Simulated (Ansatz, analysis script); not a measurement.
Computed results, one entry a study.

## CuF2: spin spirals and exchange

Symmetry: P2_1/c, No. 14, monoclinic system. Conventional cell: a = 3.320 Å, b = 4.540 Å, c = 5.343 Å, α = 90.00°, β = 121.44°, γ = 90.00°. Cu has 6 F at 1.91 to 2.31 Å nearest. Nearest to F lie 3 Cu at 1.91 to 2.31 Å. Farther neighbours and most contacts between anions are not listed.

- method: PBEsol with U = 6 eV on Cu d (ortho-atomic projectors), PAW set soft_1 (files made for PBE); spin spirals by the generalised Bloch theorem, no spin–orbit coupling (and 2 further levels or steps)
- program: Ansatz 0.2.0 and analysis script 1
- settings of one run: cutoff 420 eV, 8×8×8 k-mesh, Fermi-Dirac occupations, smearing width 0.05 eV, cone angle 90 °, directions locked on, wavevectors 8, starting moments 0.76 -0.76 0 0 0 0 μB
- notes: The program’s warnings: symmetry auto disabled. No spin model is given, since this treatment keeps to cells with one magnetic atom. States with other phases between the sublattices can lie lower than any point of this path.
- lowest point of the path: q = 0
- highest point: 11.9 meV a magnetic atom

No spiral that was run lies below the antiferromagnetic state at q = 0, and winding the moments costs up to 11.9 meV a magnetic atom. The moments change by at most 2 % from their size at q = 0, so they are well localised.

[Hosts, paths, dates, database ids (printed as entryN), source tags and the programs' standing remarks are cut or masked in the printed files.]
